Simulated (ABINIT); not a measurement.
# InF (Pm-3m): from the cell to the phonon bands, part 4 of 4

How does InF (Pm-3m) vibrate, and is this structure a minimum?

ABINIT 10.8.3; DFT PBEsol, scalar-relativistic, plane waves, PseudoDojo norm-conserving pseudopotentials.

So far. Step 6 (Linear response at Γ): The acoustic modes at Γ come out as far as 3.6 cm⁻¹ from zero, where they should vanish, a small numerical error. The lowest optical mode is imaginary, 114i cm⁻¹, an instability at this level and on this k mesh. Step 8 (Zone-centre response): The acoustic modes at Γ come out as far as 3.0 cm⁻¹ from zero, where they should vanish, a small numerical error. The relaxed cell has a = 3.272 Å (conventional setting).

The structure was built from a prototype and need not be the compound's stable phase.

**10. Dispersion**

anaddb transforms the dynamical matrices to force constants and back along the path; points of the mesh come back as solved, but for the sum rule and, in polar crystals, the LO-TO term at Γ; the rest is interpolation.

Contents of anaddb.abi:

```
ddb_filepath "all_DDB"
output_file "anaddb.abo"
outdata_prefix "anaddb"
ifcflag 1
ngqpt 4 4 4
nqshft 1
q1shft 0.0 0.0 0.0
asr 1
chneut 0
dipdip 0
dipquad 0
quadquad 0
enunit 0
eivec 0
nph1l 62
qph1l 
    0.0 0.0 0.0 1.0
    0.0 0.05 0.0 1.0
    0.0 0.1 0.0 1.0
    0.0 0.15 0.0 1.0
    0.0 0.2 0.0 1.0
    0.0 0.25 0.0 1.0
    0.0 0.3 0.0 1.0
    0.0 0.35 0.0 1.0
    0.0 0.4 0.0 1.0
    0.0 0.45 0.0 1.0
    0.0 0.5 0.0 1.0
    0.05 0.5 0.0 1.0
    0.1 0.5 0.0 1.0
    0.15 0.5 0.0 1.0
    0.2 0.5 0.0 1.0
    0.25 0.5 0.0 1.0
    0.3 0.5 0.0 1.0
    0.35 0.5 0.0 1.0
    0.4 0.5 0.0 1.0
    0.45 0.5 0.0 1.0
    0.5 0.5 0.0 1.0
    0.45 0.45 0.0 1.0
    0.4 0.4 0.0 1.0
    0.35 0.35 0.0 1.0
    0.3 0.3 0.0 1.0
    0.25 0.25 0.0 1.0
    0.2 0.2 0.0 1.0
    0.15 0.15 0.0 1.0
    0.1 0.1 0.0 1.0
    0.05 0.05 0.0 1.0
    0.0 0.0 0.0 1.0
    0.05 0.05 0.05 1.0
    0.1 0.1 0.1 1.0
    0.15 0.15 0.15 1.0
    0.2 0.2 0.2 1.0
    0.25 0.25 0.25 1.0
    0.3 0.3 0.3 1.0
    0.35 0.35 0.35 1.0
    0.4 0.4 0.4 1.0
    0.45 0.45 0.45 1.0
    0.5 0.5 0.5 1.0
    0.45 0.5 0.45 1.0
    0.4 0.5 0.4 1.0
    0.35 0.5 0.35 1.0
    0.3 0.5 0.3 1.0
    0.25 0.5 0.25 1.0
    0.2 0.5 0.2 1.0
    0.15 0.5 0.15 1.0
    0.1 0.5 0.1 1.0
    0.05 0.5 0.05 1.0
    0.0 0.5 0.0 1.0
    0.5 0.5 0.5 1.0
    0.5 0.5 0.45 1.0
    0.5 0.5 0.4 1.0
    0.5 0.5 0.35 1.0
    0.5 0.5 0.3 1.0
    0.5 0.5 0.25 1.0
    0.5 0.5 0.2 1.0
    0.5 0.5 0.15 1.0
    0.5 0.5 0.1 1.0
    0.5 0.5 0.05 1.0
    0.5 0.5 0.0 1.0
```

Contents of mrgddb.in:

```
all_DDB
merged
10
dfpt_gammao_DDB
dfpt_qo_DS1_DDB
dfpt_qo_DS2_DDB
dfpt_qo_DS3_DDB
dfpt_qo_DS4_DDB
dfpt_qo_DS5_DDB
dfpt_qo_DS6_DDB
dfpt_qo_DS7_DDB
dfpt_qo_DS8_DDB
dfpt_qo_DS9_DDB
```

The run is started by

```bash
$ mrgddb < mrgddb.in > mrgddb.log
$ OMP_NUM_THREADS=1 anaddb anaddb.abi > anaddb.log
```

anaddb.abo, the main output file:

```text
[banners, grids, parts of the stress and lines that vanish by symmetry left out]
-outvars_anaddb: echo values of input variables ----------------------

 Flags :
[...]
Phonon wavevector (reduced coordinates) :  0.00000  0.00000  0.00000
 Phonon energies in Hartree :
[...]
Phonon frequencies in cm-1    :
- -1.150911E+02 -1.150911E+02 -1.150911E+02  0.000000E+00  0.000000E+00
-  0.000000E+00
[...]
Phonon wavevector (reduced coordinates) :  0.00000  0.05000  0.00000
 Phonon energies in Hartree :
[...]
Phonon frequencies in cm-1    :
- -1.131859E+02 -1.131859E+02 -9.679752E+01 -2.117392E+00 -2.117392E+00
-  2.043444E+01
[...]
Phonon wavevector (reduced coordinates) :  0.00000  0.10000  0.00000
 Phonon energies in Hartree :
[...]
Phonon frequencies in cm-1    :
- -1.075265E+02 -1.075265E+02 -1.926040E+00 -1.926040E+00  2.497488E+01
-  4.718325E+01
[...]
Phonon wavevector (reduced coordinates) :  0.00000  0.15000  0.00000
 Phonon energies in Hartree :
[...]
Phonon frequencies in cm-1    :
- -9.833855E+01 -9.833855E+01  7.321836E+00  7.321836E+00  5.462192E+01
-  1.276598E+02
[...]
Phonon wavevector (reduced coordinates) :  0.00000  0.20000  0.00000
 Phonon energies in Hartree :
[...]
Phonon frequencies in cm-1    :
- -8.630352E+01 -8.630352E+01  1.704773E+01  1.704773E+01  6.913368E+01
-  1.783811E+02
[...]
Phonon wavevector (reduced coordinates) :  0.00000  0.25000  0.00000
 Phonon energies in Hartree :
[...]
Phonon frequencies in cm-1    :
- -7.344894E+01 -7.344894E+01  3.110886E+01  3.110886E+01  8.114321E+01
-  2.116644E+02
  Phonon wavevector (reduced coordinates) :  0.00000  0.30000  0.00000
 Phonon energies in Hartree :
[...]
Phonon frequencies in cm-1    :
- -6.367441E+01 -6.367441E+01  4.861097E+01  4.861097E+01  9.175201E+01
-  2.304695E+02
  Phonon wavevector (reduced coordinates) :  0.00000  0.35000  0.00000
 Phonon energies in Hartree :
[...]
Phonon frequencies in cm-1    :
- -5.878610E+01 -5.878610E+01  6.508768E+01  6.508768E+01  1.021271E+02
-  2.372351E+02
  Phonon wavevector (reduced coordinates) :  0.00000  0.40000  0.00000
 Phonon energies in Hartree :
[...]
Phonon frequencies in cm-1    :
- -5.694804E+01 -5.694804E+01  7.738415E+01  7.738415E+01  1.126414E+02
-  2.354644E+02
  Phonon wavevector (reduced coordinates) :  0.00000  0.45000  0.00000
 Phonon energies in Hartree :
[...]
Phonon frequencies in cm-1    :
- -5.638364E+01 -5.638364E+01  8.477638E+01  8.477638E+01  1.216708E+02
-  2.301893E+02
  Phonon wavevector (reduced coordinates) :  0.00000  0.50000  0.00000
 Phonon energies in Hartree :
[...]
Phonon frequencies in cm-1    :
- -5.627040E+01 -5.627040E+01  8.723309E+01  8.723309E+01  1.254769E+02
-  2.273808E+02
  Phonon wavevector (reduced coordinates) :  0.05000  0.50000  0.00000
 Phonon energies in Hartree :
[...]
Phonon frequencies in cm-1    :
- -5.663719E+01 -5.417967E+01  8.640461E+01  8.694199E+01  1.247206E+02
-  2.219419E+02
  Phonon wavevector (reduced coordinates) :  0.10000  0.50000  0.00000
 Phonon energies in Hartree :
[...]
Phonon frequencies in cm-1    :
- -5.766729E+01 -4.766366E+01  8.326493E+01  8.614752E+01  1.224656E+02
-  2.059319E+02
  Phonon wavevector (reduced coordinates) :  0.15000  0.50000  0.00000
 Phonon energies in Hartree :
[...]
Phonon frequencies in cm-1    :
- -5.917489E+01 -3.550187E+01  7.592426E+01  8.506307E+01  1.187545E+02
-  1.801615E+02
[...]
Phonon wavevector (reduced coordinates) :  0.40000  0.50000  0.40000
 Phonon energies in Hartree :
[...]
Phonon frequencies in cm-1    :
-  5.709586E+01  6.190025E+01  7.000801E+01  1.126182E+02  1.149521E+02
-  1.362149E+02
  Phonon wavevector (reduced coordinates) :  0.35000  0.50000  0.35000
 Phonon energies in Hartree :
[...]
Phonon frequencies in cm-1    :
-  4.646258E+01  5.670393E+01  7.538664E+01  8.050808E+01  8.185509E+01
-  1.326402E+02
  Phonon wavevector (reduced coordinates) :  0.30000  0.50000  0.30000
 Phonon energies in Hartree :
[...]
Phonon frequencies in cm-1    :
-  1.754226E+01  3.158464E+01  3.177416E+01  5.510576E+01  8.346781E+01
-  1.280339E+02
  Phonon wavevector (reduced coordinates) :  0.25000  0.50000  0.25000
 Phonon energies in Hartree :
[...]
Phonon frequencies in cm-1    :
- -4.414049E+01 -4.280120E+01 -9.755982E+00  5.419131E+01  9.306614E+01
-  1.227157E+02
  Phonon wavevector (reduced coordinates) :  0.20000  0.50000  0.20000
 Phonon energies in Hartree :
[...]
Phonon frequencies in cm-1    :
- -4.279710E+01 -3.336062E+01 -3.280206E+01  8.403175E+01  1.030631E+02
-  1.164353E+02
  Phonon wavevector (reduced coordinates) :  0.15000  0.50000  0.15000
 Phonon energies in Hartree :
[...]
Phonon frequencies in cm-1    :
- -4.383672E+01 -3.912409E+01  2.516439E+01  1.085482E+02  1.122033E+02
-  1.380553E+02
[...]
Phonon wavevector (reduced coordinates) :  0.50000  0.50000  0.05000
 Phonon energies in Hartree :
[...]
Phonon frequencies in cm-1    :
- -1.176973E+02 -1.176973E+02 -6.600987E+01  8.160521E+01  8.160521E+01
-  8.533714E+01
  Phonon wavevector (reduced coordinates) :  0.50000  0.50000  0.00000
 Phonon energies in Hartree :
[...]
Phonon frequencies in cm-1    :
- -1.213859E+02 -1.213859E+02 -6.713537E+01  8.193896E+01  8.193896E+01
-  8.320064E+01
-
```

Elapsed: 0.69 s, on 1 thread of Intel Xeon at 2.70GHz, shared host.

This step gave:

- lowest frequency on the path: -126.3 cm⁻¹

Anaddb. The phonon branches at the labelled points (cm⁻¹):

```
    point  branch 1  branch 2  branch 3  branch 4  branch 5  branch 6
        Γ      -115      -115      -115         0         0         0
  halfway       -73       -73        31        31        81       212
        X       -56       -56        87        87       126       227
  halfway       -63        26        32        83       103       108
        M      -121      -121       -67        82        82        83
  halfway      -107       -64        52        55        81       170
        Γ      -115      -115      -115         0         0         0
  halfway        20        20        51        51        62       107
        R        66        66        66       139       139       139
  halfway       -44       -43       -10        54        93       123
        X       -56       -56        87        87       126       227
jump to R        66        66        66       139       139       139
  halfway       -28        52        52        75        75       117
        M      -121      -121       -67        82        82        83
```

The phonon branches as a text plot (rows in cm⁻¹):

```
    230 |    ****                                        *
    214 |   *    *                                      *
    199 |
    184 |         *                                    *
    169 |                    **
    154 |                      *     **
    139 |          *       **          *     ******   *   *
    124 |  *   ****                         **     *** *** ***
    108 |     *    *                *   *  *     *   **    *
     93 |    *  **  ***  ****   *           *       *  ***  * **
     78 |   *  *  *********  *           ***      ** *  *   *****
     63 |     *    ***    *** *        **   *******    *  **
     48 | ** *               ***     *******      ***      * *
     33 |   *                 * *   ***  ***       *  *     *
     18 |**                    * * *    *          *
      2 |***                    ***
    -13 |          *                                *
    -28 |           *                                *       *
    -43 |         *      *             *            ****
    -58 |    *********    ****       **                ***    **
    -73 |   *         ****    **   **                           *
    -88 |            *        ****                            *
   -104 |***          * *    *  ** *                           *
   -119 |*             ******    **                             *
         Γ      X      M          Γ            R        X|R     M
```

The path dips to 126i cm⁻¹.

**11. Density of states**

Sums over the zone need many more wavevectors than were solved, so the interpolation is sampled on a dense mesh.

Contents of anaddb.abi:

```
ddb_filepath "all_DDB"
output_file "anaddb.abo"
outdata_prefix "anaddb"
ifcflag 1
ngqpt 4 4 4
nqshft 1
q1shft 0.0 0.0 0.0
asr 1
chneut 0
dipdip 0
dipquad 0
quadquad 0
prtdos 2
ng2qpt 14 14 14
dosdeltae 4.5563e-06
ntemper 11
temperinc 100.0
tempermin 0.0
```

The run is started by

```bash
$ OMP_NUM_THREADS=1 anaddb anaddb.abi > anaddb.log
```

anaddb.abo, the main output file:

```text
[banners, grids, parts of the stress and lines that vanish by symmetry left out]
-outvars_anaddb: echo values of input variables ----------------------

 Flags :
     ifcflag         1
 Miscellaneous information :
         asr         1
      chneut         0
 Interatomic Force Constants Inputs :
      dipdip         0
     dipquad         0
    quadquad         0
      ifcana         0
      ifcout         0
 Description of grid 1 :
        brav         1
       ngqpt         4         4         4
      nqshft         1
      q1shft
                     0.00000000E+00  0.00000000E+00  0.00000000E+00
 Phonon DOS information :
   dosdeltae  4.55630000E-06
    dossmear  4.55633525E-06
 Description of grid 2 (Fourier interp. or BZ sampling):
      ng2qpt        14        14        14
      ngrids         4
      q2shft         0.00000000E+00  0.00000000E+00  0.00000000E+00

================================================================================

 read the DDB information and perform some checks

  ==== Info on the Cryst% object ====
 Real(R)+Recip(G) space primitive vectors, cartesian coordinates (Bohr,Bohr^-1):
 R(1)=  6.1822789  0.0000000  0.0000000  G(1)=  0.1617527  0.0000000  0.0000000
 R(2)=  0.0000000  6.1822789  0.0000000  G(2)=  0.0000000  0.1617527  0.0000000
 R(3)=  0.0000000  0.0000000  6.1822789  G(3)=  0.0000000  0.0000000  0.1617527
 Unit cell volume ucvol=  2.3629024E+02 bohr^3
 Angles (23,13,12)=  9.00000000E+01  9.00000000E+01  9.00000000E+01 degrees
 Time-reversal symmetry is present
 Reduced atomic positions [iatom, xred, symbol]:
    1)    0.0000000  0.0000000  0.0000000  In
    2)    0.5000000  0.5000000  0.5000000   F

 DDB file with 10 blocks has been read.

================================================================================

 Calculation of the interatomic forces

       Homogeneous q point set in the B.Z.
 Grid q points  :       64
  1)   0.00000000E+00  0.00000000E+00  0.00000000E+00
  2)   2.50000000E-01  0.00000000E+00  0.00000000E+00
  3)   5.00000000E-01  0.00000000E+00  0.00000000E+00
  4)  -2.50000000E-01  0.00000000E+00  0.00000000E+00
  5)   0.00000000E+00  2.50000000E-01  0.00000000E+00
  6)   2.50000000E-01  2.50000000E-01  0.00000000E+00
  7)   5.00000000E-01  2.50000000E-01  0.00000000E+00
  8)  -2.50000000E-01  2.50000000E-01  0.00000000E+00
  9)   0.00000000E+00  5.00000000E-01  0.00000000E+00
 10)   2.50000000E-01  5.00000000E-01  0.00000000E+00
 11)   5.00000000E-01  5.00000000E-01  0.00000000E+00
 12)  -2.50000000E-01  5.00000000E-01  0.00000000E+00
 13)   0.00000000E+00 -2.50000000E-01  0.00000000E+00
 14)   2.50000000E-01 -2.50000000E-01  0.00000000E+00
[...]
58)   2.50000000E-01  5.00000000E-01 -2.50000000E-01
 59)   5.00000000E-01  5.00000000E-01 -2.50000000E-01
 60)  -2.50000000E-01  5.00000000E-01 -2.50000000E-01
 61)   0.00000000E+00 -2.50000000E-01 -2.50000000E-01
 62)   2.50000000E-01 -2.50000000E-01 -2.50000000E-01
 63)   5.00000000E-01 -2.50000000E-01 -2.50000000E-01
 64)  -2.50000000E-01 -2.50000000E-01 -2.50000000E-01

 The interatomic forces have been obtained

================================================================================

 Calculation of phonon density of states

 Average speed of sound partial sums:     0.8029850697E-03 (at units)
-                                   =           1.7567 [km/s]

 Debye frequency from partial sums:     0.5062626268E-03 (Ha)
-                                 =     0.3331048065E+01 (THz)
-Debye temperature from partial sums:     0.1598650935E+03 (K)

 Average speed of sound:     0.4942491473E-04 (at units)
-                      =           0.1081 [km/s]

 Debye frequency from DOS:     0.3116121097E-04 (Ha)
-                        =     0.2050309188E+00 (THz)
-Debye temperature from DOS:     0.9839932166E+01 (K)

-
```

The job ended after 0.85 s (1 thread).

Numbers from this step:

* share of modes beyond 3i cm⁻¹ on the dense interpolated mesh: 0.3223

The phonon density of states has structure finer than the step of the table below, so its rows give means over 20 cm⁻¹, whole bins alone (the curve runs from -151 to 257 cm⁻¹). Peaks (cm⁻¹: height): -57.4: 0.0490, 44.6: 0.0333, 70.6: 0.0535, 84.6: 0.053.

Tetrahedra. The phonon density of states by wavenumber; means over each step:

```
wavenumber (cm⁻¹)  phonon density of states (1/cm⁻¹/cell)
             -140                                       0
             -120                                 0.00282
             -100                                 0.00928
              -80                                  0.0199
              -60                                  0.0368
              -40                                  0.0180
              -20                                 0.00752
                0                                 0.00701
               20                                  0.0120
               40                                  0.0279
               60                                  0.0356
               80                                  0.0474
              100                                  0.0330
              120                                  0.0195
              140                                 0.00690
              160                                 0.00617
              180                                 0.00518
              200                                 0.00320
              220                                 0.00211
              240                                  1.2e-4
```

**12. Outcome**

| Property | Result |
| --- | --- |
| space group after relaxation | Pm-3m |
| volume per atom | 17.5 Å³ |
| highest optical zone-centre mode (no LO-TO term) | -113.8 cm⁻¹ |
| q mesh | 4×4×4 |
| lowest mode on the q mesh (acoustic ones at the zone centre apart) | -121 cm⁻¹ |
| imaginary modes on the q mesh | yes |

**Reading.** InF (Pm-3m) is unstable: a mode solved on the 4×4×4 mesh is imaginary, 121i cm⁻¹; its spectrum reaches 237 cm⁻¹. At the PBEsol level the optical modes of InF (Pm-3m) at the zone centre lie at 114i cm⁻¹, so the structure is a saddle point, with 3 modes beyond 10i cm⁻¹ there. The base run prints -0.40 GPa, mostly the error of a finite basis; the relaxation, with a smoothed and higher cutoff, had brought the cell to rest. The most unstable solved mode lies at q = (0.5, 0.5, 0), on the zone boundary, so the distortion that it points to doubles the cell. These are harmonic frequencies at zero temperature: anharmonic shifts and linewidths and thermal expansion are left out. In a metal the frequencies hang on the k mesh and the smearing, most of all near Kohn anomalies. The structure is a hypothetical one, built on a prototype.

[Host names and launcher messages were left out of these logs when they were recorded.]

[Logs are printed without paths, hosts, clocks, repeated set-up lines and the standing remarks that a program may print on its own settings, such as how far it seeks lower states.]

[Hosts, paths, dates, database ids (printed as entryN), source tags and the programs' standing remarks are cut or masked in the printed files.]
